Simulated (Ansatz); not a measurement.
# Grüneisen parameters and expansion of Pt (Fm-3m)

Aim: how the vibrations of Pt shift with volume, and the expansion that follows.

Method: DFT PBEsol, scalar-relativistic, plane waves, PAW; PAW set soft_1, in Ansatz 0.2.0.

**1. The structure**

It takes space group Fm-3m (No. 225, cubic). Conventional cell: a = 3.922 Å, b = 3.922 Å, c = 3.922 Å, α = 90.00°, β = 90.00°, γ = 90.00°. Pt has 12 Pt at 2.77 Å nearest.

**2. Probe on a coarse mesh**

A cheap single point shows whether the cell is a metal or an insulator and how far it is from rest; that sets the k-mesh and the occupations of what follows.

File input.yaml:

```yaml
crystal:
  lattice:
    - [0.0, 1.9609, 1.9609]
    - [1.9609, 0.0, 1.9609]
    - [1.9609, 1.9609, 0.0]
  atoms:
    - { symbol: Pt, position: [0.0, 0.0, 0.0] }
kpoints:
  mp_grid: { grid: [8, 8, 8] }
hamiltonian:
  xc: pbesol
  pseudopotentials: { kind: paw, azcp: { folder: soft_1 }, xc_functional: pbe }
scf:
  occupations: { method: gaussian, width: 0.1 }
  lower_state_search: "off"
output:
  forces: true
  stress: true
  eigenvalues: true
```

Started as:

```
> ansatz run input.yaml --threads 8 --pin off --max-ram 16384MiB --backend cpu --events-out ev --progress --plain --runs-dir out
```

Numbers of over 12 decimals in the logs are rounded to 6 here.

The program printed:

```text
Engine: ansatz 0.2.0, aarch64-unknown-linux-gnu
Pseudopotentials: kind: paw
Pseudopotential: Pt, paw, valence charge 18, recommended cutoff 420 eV (normal), soft_1/Pt.paw.azcp
Functional definition: PBEsol
  exchange = pbesol_x
  correlation = pbesol_c
Crystal: 1 atoms, lattice volume = 15.080 Å³
Basis set: ecut = 420 eV, 283 PW (Γ), exchange–correlation on 40×40×40 points (8 copies of the dense FFT grid, shifted against one another)
Bands: 13, of which v1, the nominal top of the filled ones, is band 9 counted from 1 (8 counted from 0)
Symmetry: 48 space group operations
Space group: Fm-3m (ITA 225), of the structure as read, at distance tolerance 2.5e-5 Å
k-points: 29 of 512
Non-local potential: Pt, projectors of the file, l = 0: 3, l = 1: 2, l = 2: 2, l = 3: 1
PAW form: soft (Blöchl's): semilocal exchange-correlation on the pseudo side does not see the compensation charge
PAW frozen core: Pt, regenerated for the run's functional, and the local potential with it (the file was generated under x = pbe(κ = 0.804, μ = 0.219515), c = pbe(β = 0.066725))
PAW one-centre angular grid: Pt, 590 points (default); XC on 64 Gauss nodes
Initial density: superposition of atomic densities (chi_scale 0.1, normalization cell)
Initial wavefunctions: pseudopotential atomic-orbital guess
Functional: x = pbesol(κ = 0.804, μ = 0.123457), c = pbesol(β = 0.046)
SCF iter   1: F=—  HF=-12385.811838 eV  |F-HF|=—  |Δ(HF+E_count)|=         —  Δρ=9.41e-2  dr2=1.27e0  ethr=3.10e-3  ⟨swp⟩=5.0  Hψ=1919  notcnv=0
preconditioner: auto → none  [metal: Δε(μ)=0.054 eV  Ē_g=13.911 eV  σ=0.100 eV  W_gap=0.30  n_scr=8 (ndim 8)  ℏωp=30.2 eV  f_vac=0.000  D(μ)=1.48/eV (n_scr^D=14)  sad-step TF]
SCF iter   2: F=—  HF=-12385.457118 eV  |F-HF|=—  |Δ(HF+E_count)|=   3.55e-1  Δρ=4.39e-2  dr2=2.60e-1  ethr=3.10e-3  ⟨swp⟩=2.4  Hψ=758  notcnv=0  defer=4
SCF iter   3: F=—  HF=-12385.377123 eV  |F-HF|=—  |Δ(HF+E_count)|=   8.00e-2  Δρ=5.00e-3  dr2=1.36e-3  ethr=1.45e-3  ⟨swp⟩=2.0  Hψ=614  notcnv=0  defer=4
SCF iter   4: F=—  HF=-12385.378064 eV  |F-HF|=—  |Δ(HF+E_count)|=   9.41e-4  Δρ=1.38e-4  dr2=6.95e-7  ethr=7.58e-6  ⟨swp⟩=2.1  Hψ=626  notcnv=0  defer=4
SCF iter   5: F=—  HF=-12385.378067 eV  |F-HF|=—  |Δ(HF+E_count)|=   2.81e-6  Δρ=7.73e-5  dr2=7.61e-7  ethr=5.56e-10  ⟨swp⟩=7.0  Hψ=1952  notcnv=0
SCF iter   6: F=-12385.378067 eV  HF=-12385.378067 eV  |F-HF|=1.80e-9  |Δ(HF+E_count)|=   2.50e-7  Δρ=3.94e-6  dr2=2.19e-9  ethr=5.56e-10  ⟨swp⟩=3.0  Hψ=1414  notcnv=0
SCF 1 converged in 6 iterations: F = -12385.378067 eV  dr2 = 2.19e-9
  greatest PAW one-centre occupation: 1.000 electrons in one spin orbital (limit 2), on the Pt atom at site 0 (counted from 0), in its partial waves of l = 0
SCF converged after 6 iterations
Free energy (F): -12385.378067 eV
Harris-Foulkes:  -12385.378067 eV  (|F-HF|=1.80e-9)
Internal energy: -12385.369235 eV  (E = F + TS)
E sigma→0 (E₀):  -12385.373651 eV
Entropy (-TS):   -0.008831 eV (-8.831 meV/atom)
Fermi energy:    23.160840 eV
--- Per-component energies (eV) ---
  E_band       = -132.622211
  E_kinetic    = 596.465564
  E_local      = -1425.053156  (includes V_loc(G=0)·N_el)
  E_nonlocal   = 207.009099
  E_hartree    = 539.893595
  E_xc         = -231.063425
  E_vxc        = -270.974000  (∫ρ·V_xc dr)
  E_paw        = -9345.767716  (= ΣΔE_a)
  E_vpaw       = -319.860231  (= ΣTr[D̂ρ^β])
  E_aug_tail   = 0.001116  (compensation charges beyond the density's cutoff)
  E_ewald      = -2727.141345
  E_core_change = 0.287031  (= ΣΔE_core)
  E_smearing   = -0.008831  (= −TS)
  E_closure    = -0.000000  (closes the sum)
  Σ components = -12385.378067   (vs F -12385.378067, Δ=0.00e0)
--- Forces (eV/Å), atoms counted from 1 ---
  atom   1  Pt    -0.00000000     0.00000000     0.00000000
  max |Σ_I F_I| component: 2.26e-32 eV/Å
--- Stress (GPa, compression-positive) ---
       -1.432947      -0.000000      -0.000000
       -0.000000      -1.432947       0.000000
       -0.000000       0.000000      -1.432947
  P = ⅓ Tr σ = -1.4329 GPa (-14.329 kbar)
--- Band table (eV; the first three rows and the last of 29) ---
  k-point 0: bands = [... 5 lower, 19.3817, 19.3817, 19.3817, 21.5606, 21.5606, 37.8054, 42.7303, 42.7303]
  k-point 1: bands = [... 5 lower, 19.1387, 19.6025, 19.6025, 21.4593, 21.4593, 38.6882, 40.2768, 43.6558]
  k-point 2: bands = [... 5 lower, 19.0281, 19.7600, 19.7600, 21.7370, 21.7370, 36.4595, 39.5264, 45.7297]
  k-point 28: bands = [... 5 lower, 18.6128, 18.6128, 21.1821, 23.6906, 30.2743, 31.4474, 31.4474, 35.2185]
```

The job ended after 0.79 s (8 threads of Arm Neoverse V2, shared host; peak memory 0.25 GiB; 1.2 s of CPU time).

Numbers from this step:

```yaml
pressure: -1.433 GPa
volume_per_atom: 15.08 Å³/atom
gap_on_the_k_mesh: 0 eV
```

The start is under -1.4 GPa at this level and looks like a metal on this mesh.

**3. Relaxation**

Phonons are second derivatives about a minimum, so cell and atoms are relaxed first, inside the symmetry of the start.

input.yaml, the sections that differ from step 2:

```yaml
kpoints:
  mp_grid: { grid: [18, 18, 18] }
output:
  forces: true
  stress: true
  eigenvalues: true
  write_density: true
  write_potential: true
  elf: true
  volumetric_format: npy
relax:
  adjacent_minimum: "off"
  f_tol: 0.005
  max_steps: 80
  cell: { stress_tol: 0.05 }
# crystal, hamiltonian, scf: as in step 2
```

The program printed:

```text
[...]
Crystal: 1 atoms, lattice volume = 15.080 Å³
Basis set: ecut = 420 eV, 283 PW (Γ), exchange–correlation on 40×40×40 points (8 copies of the dense FFT grid, shifted against one another)
Bands: 13, of which v1, the nominal top of the filled ones, is band 9 counted from 1 (8 counted from 0)
Symmetry: 48 space group operations
[...]
k-points: 195 of 5832
[...]
SCF iter   1: F=—  HF=-12385.803439 eV  |F-HF|=—  |Δ(HF+E_count)|=         —  Δρ=9.30e-2  dr2=1.24e0  ethr=3.10e-3  ⟨swp⟩=5.0  Hψ=12990  notcnv=0
[...]
SCF iter   6: F=-12385.386938 eV  HF=-12385.386938 eV  |F-HF|=2.12e-8  |Δ(HF+E_count)|=   3.18e-7  Δρ=1.45e-5  dr2=2.68e-8  ethr=5.56e-10  ⟨swp⟩=5.3  Hψ=14191  notcnv=0
SCF 1 converged in 6 iterations: F = -12385.386938 eV  dr2 = 2.68e-8
[...]
relax step   1: F+E_penalty+E_count = -12385.38693790 eV  Δ(F+E_penalty+E_count) = +0.000e0 eV  max|allowed force component| = 0.000e0 eV/Å  Δτ_max = 0.0000 Å  P = -0.847 GPa  Ω = 15.080 Å³  (6 SCF iters, dr2 threshold 1.00e-7 eV, accepted)
Crystal: 1 atoms, lattice volume = 14.955 Å³
[...]
iter 1 solved again at ethr=1.38e-7 eV; its pass at ethr=3.10e-3 eV (dr2=2.48e-5 eV) is discarded
[...]
SCF iter   4: F=-12385.386721 eV  HF=-12385.386721 eV  |F-HF|=1.01e-9  |Δ(HF+E_count)|=   1.04e-7  Δρ=6.59e-6  dr2=1.80e-9  ethr=5.56e-10  ⟨swp⟩=7.3  Hψ=12746  notcnv=0
SCF 2 converged in 4 iterations: F = -12385.386721 eV  dr2 = 1.80e-9
relax step   2: F+E_penalty+E_count = -12385.38672107 eV  Δ(F+E_penalty+E_count) = +2.168e-4 eV  max|allowed force component| = 0.000e0 eV/Å  Δτ_max = 0.0000 Å  P = +1.561 GPa  Ω = 14.955 Å³  energy of the carried Pulay correction = +5.348e-5 eV  (4 SCF iters, dr2 threshold 1.00e-7 eV, rejected (line search))
Crystal: 1 atoms, lattice volume = 15.036 Å³
[...]
SCF iter   5: F=-12385.387075 eV  HF=-12385.387075 eV  |F-HF|=3.64e-12  |Δ(HF+E_count)|=  7.24e-10  Δρ=3.53e-7  dr2=4.62e-12  ethr=1.00e-12  ⟨swp⟩=3.7  Hψ=11866  notcnv=0
SCF 3 converged in 5 iterations: F = -12385.387075 eV  dr2 = 4.62e-12
relax step   3: F+E_penalty+E_count = -12385.38707542 eV  Δ(F+E_penalty+E_count) = -1.375e-4 eV  max|allowed force component| = 0.000e0 eV/Å  Δτ_max = 0.0000 Å  P = -0.010 GPa  Ω = 15.036 Å³  energy of the carried Pulay correction = +1.887e-5 eV  (5 SCF iters, accepted)
[...]
SCF iter   4: F=-12385.387054 eV  HF=-12385.387054 eV  |F-HF|=3.64e-12  |Δ(HF+E_count)|=  7.28e-12  Δρ=1.81e-7  dr2=1.15e-12  ethr=1.00e-12  ⟨swp⟩=3.0  Hψ=10569  notcnv=0
SCF 4 converged in 4 iterations: F = -12385.387054 eV  dr2 = 1.15e-12
relax step   4: F+E_penalty+E_count = -12385.38705423 eV  Δ(F+E_penalty+E_count) = +2.119e-5 eV  max|allowed force component| = 0.000e0 eV/Å  Δτ_max = 0.0000 Å  P = -0.008 GPa  Ω = 15.036 Å³  stress off target by 7.83e-3 GPa  SCF on the basis re-selected at this cell (its energy is not comparable with the rows above)  (4 SCF iters)
basis re-selected at this cell: Δ(F+E_penalty+E_count) = +2.119e-5 eV, ΔP = +0.002 GPa vs the last step (what re-selecting the basis moved, of the pressure what is left beyond the Pulay correction that the steps carried, after the strain that the cell walked since its last selection, with what the two solves' SCF thresholds leave and, on support functions, any second-order correction that the steps lacked; it is no measure of the basis error at this ecutwfc). This SCF's stress stands 7.83e-3 GPa from its target on what of the cell is left free (relax.cell.stress_tol is 5.00e-2 GPa) and its largest allowed force component is 0.00e0 eV/Å (relax.f_tol is 5.00e-3 eV/Å): [rest of the remark cut]
SCF converged after 4 iterations
Free energy (F): -12385.387054 eV
[...]
Internal energy: -12385.376445 eV  (E = F + TS)
E sigma→0 (E₀):  -12385.381750 eV
Entropy (-TS):   -0.010609 eV (-10.609 meV/atom)
Fermi energy:    23.321740 eV
[...]
--- Stress (GPa, compression-positive) ---
       -0.007831      -0.000000      -0.000000
       -0.000000      -0.007831      -0.000000
       -0.000000      -0.000000      -0.007831
  P = ⅓ Tr σ = -0.0078 GPa (-0.078 kbar)
--- Band table (eV; the first three rows and the last of 195) ---
  k-point 0: bands = [... 5 lower, 19.4816, 19.4816, 19.4816, 21.6760, 21.6760, 37.8873, 42.8305, 42.8305]
  k-point 1: bands = [... 5 lower, 19.4248, 19.5320, 19.5320, 21.6474, 21.6474, 38.0811, 42.1607, 43.0204]
  k-point 2: bands = [... 5 lower, 19.2790, 19.6642, 19.6642, 21.5860, 21.5860, 38.6105, 40.7637, 43.5728]
  k-point 194: bands = [... 5 lower, 18.2753, 19.1765, 21.3754, 23.8199, 30.4308, 30.8530, 32.2243, 35.3475]
--- Relaxed structure (3 steps of the walk, 2 accepted, 1 SCFs on fresh bases) ---
  F+E_penalty+E_count = -12385.38705423 eV   max|allowed force component| = 0.000e0 eV/Å   (the final SCF, on the basis selected at the relaxed cell)
  cell:  # Å, volume = 15.0356 Å³
    - [0, 1.958980, 1.958980]
    - [1.958980, 0, 1.958980]
    - [1.958980, 1.958980, 0]
  atoms:
    - { symbol: Pt, position: [0.0, 0.0, 0.0] }
```

Wall time 1.6 s (8 threads); peak memory 0.32 GiB; 9 s of CPU time.

Little changed from the start: no atom moved by 0.005 Å and no cell edge by 0.1 %.

Numbers from this step:

| Property | Result |
| --- | --- |
| pressure | -0.007831 GPa |
| volume per atom | 15.04 Å³/atom |

ELF in the ac plane of the conventional cell at fractional y = 0.000, with atoms of Pt within 0.2 Å of it. It is the smooth field of the valence electrons, not physical close to the nuclei.

Ten even steps from '0' (0.13) to '9' (0.60), each cell a mean:
```
99852100013799
98642111123579
76432222223357
33233456533333
11224689863221
00136899985210
00137999996210
00137999985210
11235799864211
22233577643222
65333333323345
98632211122468
99852100013689
99962100013799
```
Columns run along a (3.9 Å), rows up along c (3.9 Å), edges of the conventional cell, whose origin can differ from the input's. Atoms in or near the plane, at fractional coordinates: Pt at (0.00, 0.00), Pt at (0.50, 0.50).

Valence density in the ac plane of the conventional cell at fractional y = 0.000, with atoms of Pt within 0.2 Å of it. It is the smooth field of the valence electrons, not physical close to the nuclei.

Values in e/Å³, 14 rows by 14 columns, each cell a mean:
```
10  8  4  1  0  0  0  0  0  0  1  2  6  9
 7  5  2  1  0  0  0  0  0  0  0  1  3  6
 3  2  1  0  0  0  0  0  0  0  0  1  1  2
 1  1  0  0  0  1  1  1  1  1  0  0  0  1
 0  0  0  0  1  2  4  5  4  2  1  0  0  0
 0  0  0  1  2  5  8  9  7  4  1  0  0  0
 0  0  0  1  3  7 10 11  9  5  1  0  0  0
 0  0  0  1  2  6  9 10  8  4  1  0  0  0
 0  0  0  0  1  3  6  7  5  2  1  0  0  0
 0  0  0  0  1  1  2  3  2  1  0  0  0  0
 1  1  1  0  0  0  1  1  1  0  0  0  1  1
 5  4  2  1  0  0  0  0  0  0  0  1  2  4
 9  7  4  1  0  0  0  0  0  0  1  2  5  8
11  9  5  1  0  0  0  0  0  0  1  3  7 10
```
Columns run along a (3.9 Å), rows up along c (3.9 Å), edges of the conventional cell, whose origin can differ from the input's. Atoms in or near the plane, at fractional coordinates: Pt at (0.00, 0.00), Pt at (0.50, 0.50).

Electrostatic potential energy in the ac plane of the conventional cell at fractional y = 0.000, with atoms of Pt within 0.2 Å of it. With pseudopotentials it is smooth inside the atoms' cores, unlike the true potential.

Values in eV, 14 rows by 14 columns, each cell a mean:
```
-50 -46 -29   3  21  25  26  27  26  24  16 -11 -37 -49
-40 -33 -13  12  22  25  25  25  25  24  20   3 -22 -37
-15  -6   9  19  22  22  21  20  21  22  22  16   3 -11
 15  18  21  22  19  12   3   0   7  16  21  22  20  16
 24  24  24  21   9 -13 -29 -32 -24  -4  16  22  24  24
 26  26  24  18  -6 -33 -46 -48 -42 -24   7  21  25  26
 27  26  24  15 -15 -40 -50 -51 -48 -32   0  20  25  27
 27  26  24  16 -11 -37 -49 -50 -46 -29   3  21  25  26
 25  25  24  20   3 -22 -37 -40 -33 -13  12  22  25  25
 20  21  22  22  16   3 -11 -15  -6   9  19  22  22  21
  0   7  16  21  22  20  16  15  18  21  22  19  12   3
-32 -24  -4  16  22  24  24  24  24  24  21   9 -13 -29
-48 -42 -24   7  21  25  26  26  26  24  18  -6 -33 -46
-51 -48 -32   0  20  25  27  27  26  24  15 -15 -40 -50
```
Columns run along a (3.9 Å; values clipped at the 3rd and 97th percentile), rows up along c (3.9 Å), edges of the conventional cell, whose origin can differ from the input's. Atoms in or near the plane, at fractional coordinates: Pt at (0.00, 0.00), Pt at (0.50, 0.50).

**4. Relaxing to small residual forces and stress**

The relaxation is repeated with tighter thresholds on force and stress, since phonons are sensitive to what is left; a change of mesh or smearing in the input moves the cell too.

File input.yaml:

```yaml
crystal:
  lattice:
    - [0.0, 1.9589796521, 1.9589796521]
    - [1.9589796521, 0.0, 1.9589796521]
    - [1.9589796521, 1.9589796521, 0.0]
  atoms:
    - { symbol: Pt, position: [0.0, 0.0, 0.0] }
kpoints:
  mp_grid: { grid: [20, 20, 20] }
hamiltonian:
  xc: pbesol
  pseudopotentials: { kind: paw, azcp: { folder: soft_1 }, xc_functional: pbe }
scf:
  occupations: { method: methfessel_paxton, width: 0.2 }
  lower_state_search: "off"
output:
  forces: true
  stress: true
  eigenvalues: true
relax:
  adjacent_minimum: "off"
  f_tol: 0.001
  max_steps: 60
  cell: { stress_tol: 0.01 }
```

The program printed:

```text
[...]
Crystal: 1 atoms, lattice volume = 15.036 Å³
Basis set: ecut = 420 eV, 283 PW (Γ), exchange–correlation on 40×40×40 points (8 copies of the dense FFT grid, shifted against one another)
Bands: 13, of which v1, the nominal top of the filled ones, is band 9 counted from 1 (8 counted from 0)
Symmetry: 48 space group operations
[...]
k-points: 256 of 8000
[...]
k-point 2: bands = [... 5 lower, 19.3213, 19.6426, 19.6426, 21.6088, 21.6088, 38.4905, 41.0745, 43.4437]
  k-point 255: bands = [... 5 lower, 18.7114, 18.7114, 21.3001, 23.8317, 30.4112, 31.5759, 31.5759, 35.3629]
--- Relaxed structure (3 steps of the walk, 2 accepted, 1 SCFs on fresh bases) ---
[...]
cell:  # Å, volume = 15.0322 Å³
    - [0, 1.958833, 1.958833]
    - [1.958833, 0, 1.958833]
    - [1.958833, 1.958833, 0]
  atoms:
    - { symbol: Pt, position: [0.0, 0.0, 0.0] }
[key lines of the parts left out:]
SCF converged after 4 iterations
Free energy (F): -12385.386286 eV
Fermi energy:    23.332990 eV
P = ⅓ Tr σ = 0.0003 GPa (0.003 kbar)
```

Run time: 1.7 s. Hardware: 8 threads; peak memory 0.34 GiB; 10 s of CPU time.

Little changed from the start: no atom moved by 0.005 Å and no cell edge by 0.1 %.

This step gave:

| Quantity | Value |
| --- | --- |
| pressure | 3.14e-4 GPa |
| volume per atom | 15.03 Å³/atom |

The residual pressure is 3.1e-4 GPa, small enough for phonons.

[end of part 1 of 3]

[Logs are printed without paths, hosts, clocks, repeated set-up lines and the standing remarks that a program may print on its own settings, such as how far it seeks lower states.]

[Hosts, paths, dates, database ids (printed as entryN), source tags and the programs' standing remarks are cut or masked in the printed files.]

[A step with changed settings may run another functional than the one named; its input shows which.]

[Of the runs on displaced cells, only some may be shown.]
